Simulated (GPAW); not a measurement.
# Work function of 1T-MnSeTe monolayer at several levels, part 2 of 2

How far do functional and basis move the work function of 1T-MnSeTe monolayer?

GPAW 26.7.0; GPAW, PAW setups; layer in a repeated cell with vacuum, relaxation of atoms and in-plane cell (the session's first sound run).

So far, upper work function (eV): step 3 (plane waves, PBE) 5.08; step 4 (GPAW, PAW setups) 5.33; step 5 (revPBE) 4.97.

## Step 6: Self-consistent run: xc = "RPBE"

The same geometry under RPBE, to see how far the functional moves the levels against the vacuum.

run.py

```python
import json
import numpy as np
from ase import Atoms
from gpaw import GPAW, PW

slab = Atoms(
    ['Te', 'Mn', 'Se'],
    positions=[
        [1.81322, 1.04686, 8.00000],
        [-0.00000, -0.00000, 9.65738],
        [-0.00000, 2.09372, 10.98850]],
    cell=[[3.62644, 0.0, 0.0], [-1.81322, 3.14058, 0.0], [0.0, 0.0, 18.9885]],
    pbc=[True, True, False],
    magmoms=[0.0, 4.0, 0.0])

slab.calc = GPAW(mode=PW(400), xc='RPBE', kpts={'size': (9, 9, 1), 'gamma': True},
                 occupations={'name': 'fermi-dirac', 'width': 0.05}, nbands='160%',
                 convergence={'density': 1e-05}, maxiter=200,
                 poissonsolver={'dipolelayer': 'xy'},
                 symmetry={'tolerance': 1e-3}, txt='slab.txt')
result = {}
energy = slab.get_potential_energy()
fermi = slab.calc.get_fermi_level()
v = slab.calc.get_electrostatic_potential().mean((0, 1)) - fermi
n = slab.calc.get_pseudo_density().mean((0, 1))
L = slab.cell[2, 2]
z = np.arange(len(v)) * L / len(v)
low, high = slab.positions[:, 2].min(), slab.positions[:, 2].max()
below, above = np.interp([low - 5.8, high + 5.8], z, v)
slopes = [np.interp(x, z, np.gradient(v, z)) for x in (low - 5.8, high + 5.8)]
eps = np.array([[slab.calc.get_eigenvalues(k, s) for k in range(len(slab.calc.get_ibz_k_points()))]
                for s in range(slab.calc.get_number_of_spins())]) - fermi
top, bottom = eps[eps < 0].max(), eps[eps > 0].min()
dipole = slab.get_dipole_moment()[2]
print(f'energy {energy:.4f} eV, Fermi level {fermi:.4f} eV, dipole {dipole:.5f} e A')
print(f'potential 5.8 A off the faces, from the Fermi level: lower {below:.4f} eV, upper {above:.4f} eV')
print(f'slope of the potential there: lower {slopes[0]:.5f}, upper {slopes[1]:.5f} eV/A')
print(f'nearest levels on the mesh: {top:.4f} and {bottom:.4f} eV')
print('magnetic moment', round(slab.get_magnetic_moment(), 3))
result.update(energy=energy, fermi=fermi, dipole=dipole, below=below, above=above, slopes=slopes, edges=[top, bottom],
              z=z.tolist(), v=v.tolist(), n=n.tolist(), positions=slab.positions.tolist(),
              forces=slab.get_forces(apply_constraint=False).tolist(), moments=slab.get_magnetic_moments().tolist())
json.dump(result, open('result.json', 'w'))
```

Launch:

```bash
> OMP_NUM_THREADS=1 OPENBLAS_NUM_THREADS=1 python run.py
```

Elapsed: 70 s, on 1 thread of Arm Neoverse V1, shared host; peak memory 0.26 GiB.

This step gave:

```yaml
dipole_along_the_normal: -0.03839 e·Å
levels_nearest_the_fermi_level_on_the_mesh: -0.01576, 0.01309 eV from the Fermi level
upper_work_function: 4.971 eV
lower_work_function: 4.363 eV
site_moments: -0.09441, 2.973, -0.04963 μB
sum_of_the_site_moments: 2.829 μB
```

The upper face's work function is 4.971 eV, against 5.077 eV in the first plane-wave PBE run at this geometry.

## Step 7: Self-consistent run: xc = "LDA"

The same geometry under LDA, to see how far the functional moves the levels against the vacuum.

Changes to run.py since step 6:

```diff
@@ -15,3 +15,3 @@
 
-slab.calc = GPAW(mode=PW(400), xc='RPBE', kpts={'size': (9, 9, 1), 'gamma': True},
+slab.calc = GPAW(mode=PW(400), xc='LDA', kpts={'size': (9, 9, 1), 'gamma': True},
                  occupations={'name': 'fermi-dirac', 'width': 0.05}, nbands='160%',
```

Run time: 63 s. Hardware: 1 thread; peak memory 0.25 GiB.

This step gave:

| Quantity | Value |
| --- | --- |
| dipole along the normal | -0.03460 e·Å |
| levels nearest the Fermi level on the mesh | -0.04055, 0.006790 eV from the Fermi level |
| upper work function | 5.411 eV |
| lower work function | 4.863 eV |
| site moments | -0.07135, 2.762, -0.03669 μB |
| sum of the site moments | 2.654 μB |

Table of electrostatic potential energy of an electron (without an applied field's), less the Fermi level, planar mean by z:

z (Å), electrostatic potential energy of an electron (without an applied field's), less the Fermi level, planar mean (eV) and a bar from the least value:
```
        0        5.1 ##############################
        1        4.9 #############################
        2        4.9 #############################
        3        4.9 #############################
        4        4.9 #############################
        5        4.8 #############################
        6        4.6 #############################
        7        1.0 #########################
        8      -19.4 
        9       -3.8 ###################
       10       -7.0 ###############
       11      -16.1 ####
       12        3.1 ###########################
       13        5.3 ##############################
       14        5.4 ##############################
       15        5.4 ##############################
       16        5.4 ##############################
       17        5.4 ##############################
       18        5.4 ##############################
```

The upper face's work function is 5.411 eV, against 5.077 eV in the first plane-wave PBE run at this geometry.

## Step 8: Self-consistent run: xc = "vdW-DF2"

The same geometry under vdW-DF2, to see how far the functional moves the levels against the vacuum (the van der Waals functionals take revPBE setups).

Changes to run.py since step 7:

```diff
@@ -15,3 +15,3 @@
 
-slab.calc = GPAW(mode=PW(400), xc='LDA', kpts={'size': (9, 9, 1), 'gamma': True},
+slab.calc = GPAW(mode=PW(400), xc='vdW-DF2', kpts={'size': (9, 9, 1), 'gamma': True},
                  occupations={'name': 'fermi-dirac', 'width': 0.05}, nbands='160%',
```

The job ended after 79 s (1 thread; peak memory 0.43 GiB).

Numbers from this step:

- dipole along the normal: -0.03865 e·Å
- levels nearest the Fermi level on the mesh: -0.007651, 0.1246 eV from the Fermi level
- upper work function: 5.503 eV
- lower work function: 4.892 eV
- site moments: -0.04428, 2.713, -0.01719 μB
- sum of the site moments: 2.651 μB

Table of electrostatic potential energy of an electron (without an applied field's), less the Fermi level, planar mean by z:

z (Å), electrostatic potential energy of an electron (without an applied field's), less the Fermi level, planar mean (eV) and a bar from the least value:
```
      0.0        5.2 ##############################
      0.5        4.9 #############################
      1.0        4.9 #############################
      1.5        4.9 #############################
      2.0        4.9 #############################
      2.5        4.9 #############################
      3.0        4.9 #############################
      3.5        4.9 #############################
      4.0        4.9 #############################
      4.5        4.9 #############################
      5.0        4.9 #############################
      5.5        4.8 #############################
      6.0        4.6 #############################
      6.5        3.8 ############################
      7.0        0.8 ########################
      7.5       -8.8 #############
      8.0      -19.8 
      8.5       -9.9 ############
      9.0       -4.3 ##################
      9.5       -9.1 #############
     10.0       -7.5 ###############
     10.5       -7.9 ##############
     11.0      -16.5 ####
     11.5       -4.1 ###################
     12.0        3.0 ###########################
     12.5        4.9 #############################
     13.0        5.4 ##############################
     13.5        5.5 ##############################
     14.0        5.5 ##############################
     14.5        5.5 ##############################
     15.0        5.5 ##############################
     15.5        5.5 ##############################
     16.0        5.5 ##############################
     16.5        5.5 ##############################
     17.0        5.5 ##############################
     17.5        5.5 ##############################
     18.0        5.5 ##############################
     18.5        5.5 ##############################
```

The upper face's work function is 5.503 eV, against 5.077 eV in the first plane-wave PBE run at this geometry.

## Step 9: Real-space grid: mode = "fd"

A real-space grid is a second complete basis, so it checks the plane-wave result.

Changes to run.py since step 8:

```diff
@@ -3,3 +3,3 @@
 from ase import Atoms
-from gpaw import GPAW, PW
+from gpaw import GPAW
 
@@ -15,3 +15,3 @@
 
-slab.calc = GPAW(mode=PW(400), xc='vdW-DF2', kpts={'size': (9, 9, 1), 'gamma': True},
+slab.calc = GPAW(mode='fd', h=0.18, xc='PBE', kpts={'size': (9, 9, 1), 'gamma': True},
                  occupations={'name': 'fermi-dirac', 'width': 0.05}, nbands='160%',
```

It took 2.5 min on 1 thread; peak memory 0.53 GiB.

Numbers from this step:

```yaml
dipole_along_the_normal: -0.03733 e·Å
levels_nearest_the_fermi_level_on_the_mesh: -0.06108, 0.01418 eV from the Fermi level
upper_work_function: 5.078 eV
lower_work_function: 4.484 eV
site_moments: -0.08285, 2.881, -0.04404 μB
sum_of_the_site_moments: 2.754 μB
```

The upper face's work function is 5.078 eV, against 5.077 eV in the first plane-wave PBE run at this geometry.

## Step 10: Atomic orbitals: mode = "lcao"

Atom-centred orbitals end a few angstrom from the surface, which tests how much the density's tail matters.

Changes to run.py since step 9:

```diff
@@ -15,4 +15,4 @@
 
-slab.calc = GPAW(mode='fd', h=0.18, xc='PBE', kpts={'size': (9, 9, 1), 'gamma': True},
-                 occupations={'name': 'fermi-dirac', 'width': 0.05}, nbands='160%',
+slab.calc = GPAW(mode='lcao', basis='dzp', h=0.18, xc='PBE', kpts={'size': (9, 9, 1), 'gamma': True},
+                 occupations={'name': 'fermi-dirac', 'width': 0.05}, nbands='120%',
                  convergence={'density': 1e-05}, maxiter=200,
```

Wall time 83 s (1 thread); peak memory 0.29 GiB.

Numbers from this step:

```yaml
dipole_along_the_normal: -0.04649 e·Å
levels_nearest_the_fermi_level_on_the_mesh: -0.002394, 0.01930 eV from the Fermi level
upper_work_function: 5.048 eV
lower_work_function: 4.309 eV
site_moments: -0.09659, 3.082, -0.05048 μB
sum_of_the_site_moments: 2.935 μB
```

The upper face's work function is 5.048 eV, against 5.077 eV in the first plane-wave PBE run at this geometry.

## Step 11: The ladder

Times are for 1 thread of Arm Neoverse V1, shared host. Results by setting:

```
no.         run  upper work function (eV)  lower work function (eV)     time  memory (GiB)
  1          pw                     5.077                     4.481     71 s          0.27
  2  optPBE vdW                     5.327                     4.724     83 s          0.43
  3      revPBE                     4.970                     4.368     70 s          0.26
  4        RPBE                     4.971                     4.363     70 s          0.26
  5         LDA                     5.411                     4.863     63 s          0.25
  6     vdW DF2                     5.503                     4.892     79 s          0.43
  7          fd                     5.078                     4.484  2.5 min          0.53
  8        lcao                     5.048                     4.309     83 s          0.29
```

## Step 12: Side by side

Results and costs are gathered.

This step: comparison of work functions, dipole and cost (GPAW 26.7.0).

Ladder, by row:

```
      step  code  work function, upper (eV)  work function, lower (eV)  dipole (e Å)  wall time (s)  peak memory (GiB)  threads
        pw  GPAW                      5.077                      4.481      -0.03764          71.18               0.27        1
optPBE-vdW  GPAW                      5.327                      4.724      -0.03807          82.75               0.43        1
    revPBE  GPAW                       4.97                      4.368      -0.03804          70.28               0.26        1
      RPBE  GPAW                      4.971                      4.363      -0.03839          70.32               0.26        1
       LDA  GPAW                      5.411                      4.863       -0.0346          62.81               0.25        1
   vdW-DF2  GPAW                      5.503                      4.892      -0.03865          78.96               0.43        1
        fd  GPAW                      5.078                      4.484      -0.03733          148.2               0.53        1
      lcao  GPAW                      5.048                      4.309      -0.04649          82.83               0.29        1
```

## Step 13: A changed run

One more run, with changed settings.

This step: GPAW, PAW setups; slab in vacuum (GPAW 26.7.0).

Changes to run.py since step 10:

```diff
@@ -3,3 +3,3 @@
 from ase import Atoms
-from gpaw import GPAW
+from gpaw import GPAW, PW
 
@@ -15,5 +15,5 @@
 
-slab.calc = GPAW(mode='lcao', basis='dzp', h=0.18, xc='PBE', kpts={'size': (9, 9, 1), 'gamma': True},
-                 occupations={'name': 'fermi-dirac', 'width': 0.05}, nbands='120%',
-                 convergence={'density': 1e-05}, maxiter=200,
+slab.calc = GPAW(mode=PW(400), xc='PBE', kpts={'size': (9, 9, 1), 'gamma': True},
+                 occupations={'name': 'fermi-dirac', 'width': 2.0}, nbands='160%',
+                 convergence={'density': 1e-05}, maxiter=100,
                  poissonsolver={'dipolelayer': 'xy'},
```

Wall time 92 s (1 thread); peak memory 0.27 GiB.

The run finished. A setting was moved off its sound value on purpose, so it serves as a test and not as the result.

The fault put into the input: a smearing of electronvolts (width = 2.0).

Side by side:

```
                     quantity    this run  sound run  difference
dipole along the normal (e·Å)  -0.0060546  -0.037639      0.0316
 sum of the site moments (μB)    1.622e-5     2.7531       -2.75
```

The two runs differ clearly in the sum of the site moments: 1.6e-5 μB against 2.75 μB.

## Step 14: Summary of results

```yaml
work_function_upper_and_lower_face: 5.077 and 4.481 eV
dipole_along_the_normal: -0.0376 e Å
```

What this shows: With plane waves and PBE the work function is 5.08 eV on the upper face and 4.48 eV on the lower. The two faces differ by 0.60 eV, the step that the slab's dipole makes (e p/(ε0 A) gives 0.60 eV), so the dipole layer is needed. Over the sound runs of the table the upper face's work function spans 4.970 (revPBE) to 5.503 eV (vdW-DF2). The relaxation of atoms and cell ran in a fully periodic cell without the dipole layer, so the atoms of this polar layer felt a small spurious field. One magnetic start was tried; another order may lie lower. The layer's cell and atoms come from the relaxation; spin-orbit coupling and temperature are left out.

[Logs are printed without paths, hosts, clocks, repeated set-up lines and the standing remarks that a program may print on its own settings, such as how far it seeks lower states.]

[Hosts, paths, dates, database ids (printed as entryN), source tags and the programs' standing remarks are cut or masked in the printed files.]
